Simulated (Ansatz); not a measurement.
# Cl on Pt(111): change of the work function, part 2 of 3

How does Cl on the fcc site change the work function of Pt(111) as the layer fills?

Ansatz 0.2.0; plane-wave DFT, PBE, Ansatz PAW.

So far, work function, upper face (eV): step 2 (the clean slab) 5.70.

## Step 3: Adsorbate added, k-mesh 6×6×1, coverage 0.25 ML

System of this step: Cl/Pt(111). The cell holds 17 atoms: 16 Pt and 1 Cl. Cell: a = 5.544 Å, b = 5.544 Å, c = 26.762 Å, α = 90.0°, β = 90.0°, γ = 60.0°. Vacuum lies along c.

The clean slab as it ended is repeated in the plane and the adsorbate is set on one face; the cell's size fixes the coverage, and the k-mesh shrinks with it to keep the sampling density about even. Adsorbate and upper layers relax, since the dipole depends on the height.

input.yaml

```yaml
crystal:
  lattice:
    - [5.5437171645, 1.0e-10, 0.0]
    - [2.7718585822, 4.8009998959, 0.0]
    - [0.0, 0.0, 26.7624521123]
  atoms:
    - { symbol: Pt, position: [0.0, 0.0, 0.3362920543] }
    - { symbol: Pt, position: [0.1666666667, 0.1666666667, 0.4208587841] }
    - { symbol: Pt, position: [0.3333333333, 0.3333333333, 0.5070526613] }
    - { symbol: Pt, position: [0.0, 0.0, 0.5943212315] }
    - { symbol: Pt, position: [0.0, 0.5, 0.3362920543] }
    - { symbol: Pt, position: [0.1666666667, 0.6666666667, 0.4208587841] }
    - { symbol: Pt, position: [0.3333333333, 0.8333333333, 0.5070526613] }
    - { symbol: Pt, position: [0.0, 0.5, 0.5943212315] }
    - { symbol: Pt, position: [0.5, 0.0, 0.3362920543] }
    - { symbol: Pt, position: [0.6666666667, 0.1666666667, 0.4208587841] }
    - { symbol: Pt, position: [0.8333333333, 0.3333333333, 0.5070526613] }
    - { symbol: Pt, position: [0.5, 0.0, 0.5943212315] }
    - { symbol: Pt, position: [0.5, 0.5, 0.3362920543] }
    - { symbol: Pt, position: [0.6666666667, 0.6666666667, 0.4208587841] }
    - { symbol: Pt, position: [0.8333333333, 0.8333333333, 0.5070526613] }
    - { symbol: Pt, position: [0.5, 0.5, 0.5943212315] }
    - { symbol: Cl, position: [0.1666666667, 0.1666666667, 0.6637079457] }
kpoints:
  mp_grid: { grid: [6, 6, 1] }
hamiltonian:
  xc: pbe
scf:
  occupations: { method: fermi_dirac, width: 0.1 }
  convergence: { dr2_threshold: 1.0e-08 }
efield:
  axis: 3
  dipole_correction: true
  ramp_position: 0.97
  ramp_width: 0.06
relax:
  f_tol: 0.02
  max_steps: 60
  constraints: [{ sites: [0, 1, 4, 5, 8, 9, 12, 13] }]
output:
  dos: { projected: true, e_range: [-8, 4] }
  write_potential: true
  write_density: true
  volumetric_format: npy
  elf: true
```

Command:

```sh
$ ansatz run input.yaml --threads 4 --pin off --max-ram 6144MiB --backend cpu --events-out ev --progress --plain --runs-dir out
```

Numbers of over 12 decimals in the logs are rounded to 6 here.

What it wrote:

```text
[...]
Crystal: 17 atoms, lattice volume = 712.293 Å³
Basis set: ecut = 420 eV, 13961 PW (Γ), exchange–correlation on 80×80×360 points (8 copies of the dense FFT grid, shifted against one another)
Bands: 177, of which v1, the nominal top of the filled ones, is band 148 counted from 1 (147 counted from 0)
Symmetry: 6 space group operations
[...]
k-points: 7 of 36 (time reversal used)
[...]
SCF iter   1: F=—  HF=-201444.369608 eV  |F-HF|=—  |Δ(HF+E_count)|=         —  Δρ=7.96e-3  dr2=7.48e0  ethr=1.77e-3  p=0.033 e·Å  D=8.30e-3 V/Å  ΔV_dip=-0.22 eV  dr2_dipole=3.03e0  V_vac-E_F(+/−)=4.96/5.18 eV  ⟨swp⟩=7.4  Hψ=5178  notcnv=0  defer=57
[...]
SCF iter  13: F=-201444.312785 eV  HF=-201444.312785 eV  |F-HF|=6.34e-9  |Δ(HF+E_count)|=   3.95e-8  Δρ=4.56e-7  dr2=3.59e-9  ethr=3.39e-12  p=0.076 e·Å  D=1.94e-2 V/Å  ΔV_dip=-0.52 eV  dr2_dipole=2.22e-10  V_vac-E_F(+/−)=5.18/5.70 eV  ⟨swp⟩=15.4  Hψ=9114  notcnv=0
SCF 1 converged in 13 iterations: F = -201444.312785 eV  dr2 = 3.59e-9
[...]
relax step   1: F+E_penalty+E_count = -201444.31278467 eV  Δ(F+E_penalty+E_count) = +0.000e0 eV  max|allowed force component| = 9.576e-1 eV/Å  Δτ_max = 0.0000 Å  (13 SCF iters, accepted)
[...]
SCF iter  13: F=-201444.406942 eV  HF=-201444.406942 eV  |F-HF|=5.36e-9  |Δ(HF+E_count)|=   5.79e-9  Δρ=3.73e-7  dr2=3.23e-9  ethr=3.39e-12  p=0.065 e·Å  D=1.65e-2 V/Å  ΔV_dip=-0.44 eV  dr2_dipole=1.09e-13  V_vac-E_F(+/−)=5.25/5.70 eV  ⟨swp⟩=14.9  Hψ=8675  notcnv=0
SCF 2 converged in 13 iterations: F = -201444.406942 eV  dr2 = 3.23e-9
relax step   2: F+E_penalty+E_count = -201444.40694191 eV  Δ(F+E_penalty+E_count) = -9.416e-2 eV  max|allowed force component| = 6.954e-1 eV/Å  Δτ_max = 0.1557 Å  (13 SCF iters, accepted)
SCF iter   1: F=—  HF=-201444.460388 eV  |F-HF|=—  |Δ(HF+E_count)|=         —  Δρ=2.69e-3  dr2=2.32e-1  ethr=1.50e-4  p=0.065 e·Å  D=1.65e-2 V/Å  ΔV_dip=-0.44 eV  dr2_dipole=8.57e-2  V_vac-E_F(+/−)=5.27/5.71 eV  ⟨swp⟩=3.1  Hψ=2252  notcnv=0  defer=91
[...]
SCF iter  12: F=-201444.455263 eV  HF=-201444.455263 eV  |F-HF|=8.93e-9  |Δ(HF+E_count)|=   2.94e-9  Δρ=2.34e-7  dr2=9.25e-10  ethr=3.39e-12  p=0.058 e·Å  D=1.46e-2 V/Å  ΔV_dip=-0.39 eV  dr2_dipole=1.95e-12  V_vac-E_F(+/−)=5.31/5.70 eV  ⟨swp⟩=14.0  Hψ=8229  notcnv=0
SCF 3 converged in 12 iterations: F = -201444.455263 eV  dr2 = 9.25e-10
[...]
relax step   3: F+E_penalty+E_count = -201444.45526256 eV  Δ(F+E_penalty+E_count) = -4.832e-2 eV  max|allowed force component| = 1.639e-1 eV/Å  Δτ_max = 0.0362 Å  (12 SCF iters, accepted)
[...]
relax step   4: F+E_penalty+E_count = -201444.45851283 eV  Δ(F+E_penalty+E_count) = -3.250e-3 eV  max|allowed force component| = 4.029e-2 eV/Å  Δτ_max = 0.0202 Å  (11 SCF iters, accepted)
SCF iter   1: F=—  HF=-201444.458672 eV  |F-HF|=—  |Δ(HF+E_count)|=         —  Δρ=3.89e-4  dr2=9.12e-3  ethr=2.61e-5  p=0.048 e·Å  D=1.23e-2 V/Å  ΔV_dip=-0.33 eV  dr2_dipole=3.67e-3  V_vac-E_F(+/−)=5.37/5.70 eV  ⟨swp⟩=1.1  Hψ=1550  notcnv=0  defer=17
[...]
SCF iter   9: F=-201444.458739 eV  HF=-201444.458739 eV  |F-HF|=4.42e-9  |Δ(HF+E_count)|=   7.81e-8  Δρ=7.52e-7  dr2=9.83e-9  ethr=3.39e-12  p=0.045 e·Å  D=1.13e-2 V/Å  ΔV_dip=-0.30 eV  dr2_dipole=2.69e-10  V_vac-E_F(+/−)=5.39/5.70 eV  ⟨swp⟩=12.1  Hψ=8838  notcnv=0
SCF 5 converged in 9 iterations: F = -201444.458739 eV  dr2 = 9.83e-9
relax step   5: F+E_penalty+E_count = -201444.45873926 eV  Δ(F+E_penalty+E_count) = -2.264e-4 eV  max|allowed force component| = 6.022e-3 eV/Å  Δτ_max = 0.0102 Å  (9 SCF iters, accepted)
NSCF: frozen V_eff on 7 k-points
[...]
WARN: The output density's exchange-correlation potential varies sharply where the density is thin. Do not read a vacuum level from v_tot or v_xc, or from such a field of the output density. On a cell that repeats whose density bears no net charge and no dipole along the vacuum's axis use v_es (v_loc + v_h of the components); under efield.dipole_correction with no amplitude use v_es + v_field, which holds any externa [...]
SCF converged after 9 iterations
Free energy (F): -201444.458739 eV
[...]
Internal energy: -201443.535840 eV  (E = F + TS)
E sigma→0 (E₀):  -201443.997290 eV
Entropy (-TS):   -0.922899 eV (-54.288 meV/atom)
Fermi energy:    4.540347 eV
Dipole field:    D = 0.011321 V/Å  (p = 0.044562 e·Å, saw-weighted, corrected)
Work function:   Φ+ = 5.3951 eV   Φ− = 5.6980 eV
[...]
--- Forces (eV/Å), atoms counted from 1 ---
  atom   1  Pt     0.00657698     0.00379722    -0.44863162
  atom   2  Pt     0.00000000    -0.00000000     0.43474485
  atom   3  Pt    -0.00051299    -0.00029617     0.00116703
  atom   4  Pt    -0.00016213    -0.00009361    -0.00075520
  atom   5  Pt     0.00000000    -0.00759444    -0.44863162
  atom   6  Pt    -0.10106746     0.05835132     0.54263519
  atom   7  Pt    -0.00000000     0.00059234     0.00116703
  atom   8  Pt    -0.00000000     0.00018722    -0.00075520
  atom   9  Pt    -0.00657698     0.00379722    -0.44863162
  atom  10  Pt     0.00000000    -0.11670265     0.54263519
  atom  11  Pt     0.00051299    -0.00029617     0.00116703
  atom  12  Pt     0.00016213    -0.00009361    -0.00075520
  atom  13  Pt    -0.00000000     0.00000000    -0.71671467
  atom  14  Pt     0.10106746     0.05835132     0.54263519
  atom  15  Pt    -0.00000000    -0.00000000     0.00278717
  atom  16  Pt     0.00000000     0.00000000     0.00193473
  atom  17  Cl     0.00000000     0.00000000    -0.00602171
  max |Σ_I F_I| component: 2.34e-5 eV/Å
--- Band table (eV; the first three rows and the last of 7) ---
  k-point 0: bands = [... 144 lower, 4.8266, 4.8589, 4.9996, 5.0305, 5.0305, 5.1355, 5.1497, 5.1497, ... 25 higher]
  k-point 1: bands = [... 144 lower, 4.5519, 4.6060, 4.6550, 4.6624, 4.7419, 4.8576, 4.8636, 4.8852, ... 25 higher]
  k-point 2: bands = [... 144 lower, 4.2435, 4.3627, 4.4887, 4.5052, 4.5677, 4.6188, 4.7756, 4.8495, ... 25 higher]
  k-point 6: bands = [... 144 lower, 4.1089, 4.1346, 4.1457, 4.1905, 4.2223, 4.2241, 4.2810, 4.3764, ... 25 higher]
--- Relaxed structure (5 steps of the walk, 5 accepted, 0 SCFs on fresh bases) ---
  F+E_penalty+E_count = -201444.45873926 eV   max|allowed force component| = 6.022e-3 eV/Å
  atoms:
    - { symbol: Pt, position: [-1.7959490104491818e-17, -1.7959490104491818e-17, 0.3362920543] }
    - { symbol: Pt, position: [0.166667, 0.166667, 0.4208587841] }
    - { symbol: Pt, position: [0.332817, 0.332817, 0.506187] }
    - { symbol: Pt, position: [-0.0027841, -0.0027841, 0.595514] }
    - { symbol: Pt, position: [2.7755575615628914e-17, 0.500000, 0.3362920543] }
    - { symbol: Pt, position: [0.166667, 0.666667, 0.4208587841] }
    - { symbol: Pt, position: [0.332817, 0.834366, 0.506187] }
    - { symbol: Pt, position: [-0.0027841, 0.505568, 0.595514] }
    - { symbol: Pt, position: [0.500000, -1.7959490104895715e-17, 0.3362920543] }
    - { symbol: Pt, position: [0.666667, 0.166667, 0.4208587841] }
    - { symbol: Pt, position: [0.834366, 0.332817, 0.506187] }
    - { symbol: Pt, position: [0.505568, -0.0027841, 0.595514] }
    - { symbol: Pt, position: [0.500000, 0.500000, 0.3362920543] }
    - { symbol: Pt, position: [0.666667, 0.666667, 0.4208587841] }
    - { symbol: Pt, position: [0.833333, 0.833333, 0.511248] }
    - { symbol: Pt, position: [0.500000, 0.500000, 0.591643] }
    - { symbol: Cl, position: [0.166667, 0.166667, 0.668176] }
```

The job ended after 2 min (4 threads of Arm Neoverse V2, shared host; peak memory 3 GiB; 7.9 min of CPU time).

This run has no spin polarisation although its electron count is odd.

Relaxation path:

| step | energy less that of the first step (eV) | largest force component (eV/Å) |
| --- | --- | --- |
| 1 | 0.0000 | 0.9576 |
| 2 | -0.0942 | 0.6954 |
| 3 | -0.1425 | 0.1639 |
| 4 | -0.1457 | 0.0403 |
| 5 | -0.1460 | 0.0060 |

Forces are held to the 6 operations that the run works with; a distortion that breaks them can't arise in this run.

The atoms that moved most (Å):

| atom | dx | dy | dz | length |
| --- | --- | --- | --- | --- |
| Cl17 | 0.000 | 0.000 | 0.120 | 0.120 |
| Pt15 | 0.000 | 0.000 | 0.112 | 0.112 |
| Pt16 | 0.000 | 0.000 | -0.072 | 0.072 |
| Pt4 | -0.023 | -0.013 | 0.032 | 0.042 |
| Pt12 | 0.023 | -0.013 | 0.032 | 0.042 |
| Pt8 | 0.000 | 0.027 | 0.032 | 0.042 |
| Pt11 | 0.004 | -0.002 | -0.023 | 0.024 |
| Pt3 | -0.004 | -0.002 | -0.023 | 0.024 |

The relaxed structure:

```xyz
17
Lattice="5.5437 0.0000 0.0000 2.7719 4.8010 0.0000 0.0000 0.0000 26.7625" Properties=species:S:1:pos:R:3
Pt    0.0000    0.0000    9.0000
Pt    1.3859    0.8002   11.2632
Pt    2.7676    1.5979   13.5468
Pt   -0.0232   -0.0134   15.9374
Pt    1.3859    2.4005    9.0000
Pt    2.7719    3.2007   11.2632
Pt    4.1578    4.0058   13.5468
Pt    1.3859    2.4272   15.9374
Pt    2.7719    0.0000    9.0000
Pt    4.1578    0.8002   11.2632
Pt    5.5480    1.5979   13.5468
Pt    2.7950   -0.0134   15.9374
Pt    4.1578    2.4005    9.0000
Pt    5.5437    3.2007   11.2632
Pt    6.9296    4.0008   13.6823
Pt    4.1578    2.4005   15.8338
Cl    1.3859    0.8002   17.8820
```

Numbers from this step:

- energy at zero smearing: -201443.9973 eV
- work function, upper face: 5.395 eV
- work function, lower face: 5.698 eV
- dipole along the normal: 0.04456 e·Å
- step between the vacuum levels: -0.3030 eV

Running mean over 2.263 Å of the planar mean; the ramp of the sawtooth is left out. Table of electron's electrostatic potential energy less the Fermi level by z:

| z (Å) | electron's electrostatic potential energy less the Fermi level (eV) |
| --- | --- |
| 3.5 | 5.70 |
| 4.0 | 5.70 |
| 4.5 | 5.70 |
| 5.0 | 5.69 |
| 5.5 | 5.68 |
| 6.0 | 5.64 |
| 6.5 | 5.45 |
| 7.0 | 4.63 |
| 7.5 | 1.22 |
| 8.0 | -4.95 |
| 8.5 | -9.96 |
| 9.0 | -11.6 |
| 9.5 | -11.9 |
| 10.0 | -12.1 |
| 10.5 | -12.1 |
| 11.0 | -12.2 |
| 11.5 | -12.1 |
| 12.0 | -11.7 |
| 12.5 | -11.5 |
| 13.0 | -11.8 |
| 13.5 | -12.1 |
| 14.0 | -11.9 |
| 14.5 | -11.3 |
| 15.0 | -11.3 |
| 15.5 | -11.7 |
| 16.0 | -11.7 |
| 16.5 | -10.3 |
| 17.0 | -5.77 |
| 17.5 | -0.493 |
| 18.0 | 2.21 |
| 18.5 | 3.12 |
| 19.0 | 4.09 |
| 19.5 | 4.98 |
| 20.0 | 5.32 |
| 20.5 | 5.38 |
| 21.0 | 5.39 |
| 21.5 | 5.39 |
| 22.0 | 5.39 |
| 22.5 | 5.39 |
| 23.0 | 5.39 |
| 23.5 | 5.39 |

The density of states has structure finer than the step of the table below, so its rows give means over 0.25 eV, whole bins alone (the curve runs from -8 to 1.98 eV). Peaks (eV: height): -4.630: 77.9, -4.540: 50.6, -3.160: 70.5, -2.950: 44.7, -2.890: 42.6, -2.560: 45.0, -2.200: 50.6.

Density of states against energy, zero at the Fermi level; means over each step:

| energy (eV) | density of states (states/eV a cell) |
| --- | --- |
| -7.75 | 2.07 |
| -7.50 | 2.67 |
| -7.25 | 2.59 |
| -7.00 | 7.15 |
| -6.75 | 5.18 |
| -6.50 | 14.2 |
| -6.25 | 16.4 |
| -6.00 | 20.3 |
| -5.75 | 25.0 |
| -5.50 | 21.1 |
| -5.25 | 18.1 |
| -5.00 | 17.0 |
| -4.75 | 20.2 |
| -4.50 | 32.7 |
| -4.25 | 19.9 |
| -4.00 | 22.4 |
| -3.75 | 26.4 |
| -3.50 | 27.2 |
| -3.25 | 35.8 |
| -3.00 | 35.5 |
| -2.75 | 20.9 |
| -2.50 | 20.4 |
| -2.25 | 26.9 |
| -2.00 | 25.2 |
| -1.75 | 21.1 |
| -1.50 | 19.7 |
| -1.25 | 25.7 |
| -1.00 | 28.2 |
| -0.75 | 19.8 |
| -0.50 | 26.4 |
| -0.25 | 31.1 |
| 0.00 | 31.3 |
| 0.25 | 17.1 |
| 0.50 | 10.4 |
| 0.75 | 6.07 |
| 1.00 | 5.97 |
| 1.25 | 3.32 |
| 1.50 | 4.89 |
| 1.75 | 5.05 |

Projected DOS per atom over height of the atomic layer and energy from the Fermi level. Layers: Pt4 Pt4 Pt4 Pt4 Cl from below.

Ten even steps from '_' (0.06 states/eV) to '@' (2.66 states/eV), each cell a mean:
```
__________
__________
..____..__
::::::::..
**####**::
**====++__
**++==**..
**--==**__
**--==**..
++====++..
##====++..
@@######..
++****++..
--++**--==
====++++@@
--==--====
--++++--::
--**++--::
..====::::
__........
__________
__________
```
Columns: height of the atomic layer (Å) from 9 to 17.9 (not evenly spaced); rows upwards: energy from the Fermi level (eV) from -7.96 to 1.95.

Valence density in the ca plane at fractional y = 0.167, with atoms of Pt and Cl within 0.2 Å of it. It is the smooth field of the valence electrons, not physical close to the nuclei.

Ten steps, logarithmic in the rise over the least value, from '0' (0 e/Å³) to '9' (10 e/Å³), each cell a mean:
```
66432333322456532346643222210000000000000000
65432333322456532346642111000000000000000000
44333466532345432234432100000000000000000000
33334789753233322223321100000000000000000000
22235899863222221222221000000000000000000000
33235899853223221223321000000000000000000000
44333677643334322234432100000000000000000000
55432344332355532345542100000000000000000000
66432233222466543356643211100000000000000000
55432344432455532345543333320000000000000000
43333678643344322233333455531000000000000000
32235899853233221122223555642000000000000000
22235899863222221122224553552000000000000000
33334789753233322223333556542000000000000000
54333466532344432234433344421000000000000000
```
Columns run along c (16.0 Å, from fractional 0.33 to 0.93 of the cell), rows up along a (5.5 Å). Atoms in or near the plane, at fractional coordinates: Pt at (0.42, 0.17), Pt at (0.42, 0.67), Cl at (0.67, 0.17).

Electrostatic potential energy in the ca plane at fractional y = 0.167, with atoms of Pt and Cl within 0.2 Å of it. With pseudopotentials it is smooth inside the atoms' cores, unlike the true potential.

Ten even steps from '0' (-52 eV) to '9' (10 eV), each cell a mean:
```
44789988899754589874478999999999999999999999
45789888899754589874578999999999999999999999
77898644689876789987789999999999999999999999
88997200268988899998899999999999999999999999
99986000058999999999999999999999999999999999
99986100058999999999999999999999999999999999
78898411479888899987789999999999999999999999
55789877899865689875579999999999999999999999
44789988999743589864468999999999999999999999
56789877889865689876678988999999999999999999
88898411479887899988888744589999999999999999
99986100058999999999998410269999999999999999
99986000058999999999998400169999999999999999
88997200168988899998888621379999999999999999
67898744689876789987788876799999999999999999
```
Columns run along c (16.0 Å, from fractional 0.33 to 0.93 of the cell; values clipped at the 3rd and 97th percentile), rows up along a (5.5 Å). Atoms in or near the plane, at fractional coordinates: Pt at (0.42, 0.17), Pt at (0.42, 0.67), Cl at (0.67, 0.17).

ELF in the ca plane at fractional y = 0.167, with atoms of Pt and Cl within 0.2 Å of it. It is the smooth field of the valence electrons, not physical close to the nuclei.

Ten even steps from '0' (0.00) to '9' (0.87), each cell a mean:
```
44322233222344422334432357764200000000000000
44322233222344422334442112321000000000000000
33222344432333322233332100000000000000000000
32223577632222221223332100000000000000000000
32223677742222211123332100000000000000000000
32223677642222211122332100000000000000000000
33223466532223322223332100000000000000000000
44322233322344322234442111110000000000000000
44322233222355422334542235542100000000000000
44322233322344322234432589985210000000000000
32223466532233321223224899997410000000000000
32223677642222221122225876998520000000000000
32223677742222211122226854898520000000000000
32223577632222221222225888998410000000000000
33322344332233322233323699986310000000000000
```
Columns run along c (16.0 Å, from fractional 0.33 to 0.93 of the cell), rows up along a (5.5 Å). Atoms in or near the plane, at fractional coordinates: Pt at (0.42, 0.17), Pt at (0.42, 0.67), Cl at (0.67, 0.17).

The relaxation took 5 steps and lowered the energy by 0.15 eV; the largest force on the free atoms ends at 0.0060 eV/Å.

By hand: a sheet of dipoles makes a step −p/(ε₀A) in the electron's potential. With e/ε₀ = 180.95 V·Å, p = 0.04456 e·Å and A = 26.62 Å², that is −180.95 × (0.04456) / 26.62 = -0.303 eV, and the two vacuum levels of the run differ by -0.303 eV.

The covered face has 5.40 eV, -0.31 eV against the clean one; the bare back face has moved by +0.03 eV, a measure of how thin the slab is.

(Continued in part 3 of 3.)

[Logs are printed without paths, hosts, clocks, repeated set-up lines and the standing remarks that a program may print on its own settings, such as how far it seeks lower states.]

[Hosts, paths, dates, database ids (printed as entryN), source tags and the programs' standing remarks are cut or masked in the printed files.]

[Maps of the electrostatic potential energy from Ansatz leave out the sawtooth potential of an applied field or a dipole correction, so their vacuum need not be flat; planar profiles and work functions include it.]

[The density of states shown here was stored with 400 of the rows of the run's finer table, so its peaks can read low, often by over a quarter, or be missed, and its means over a window can be off by a tenth or more.]
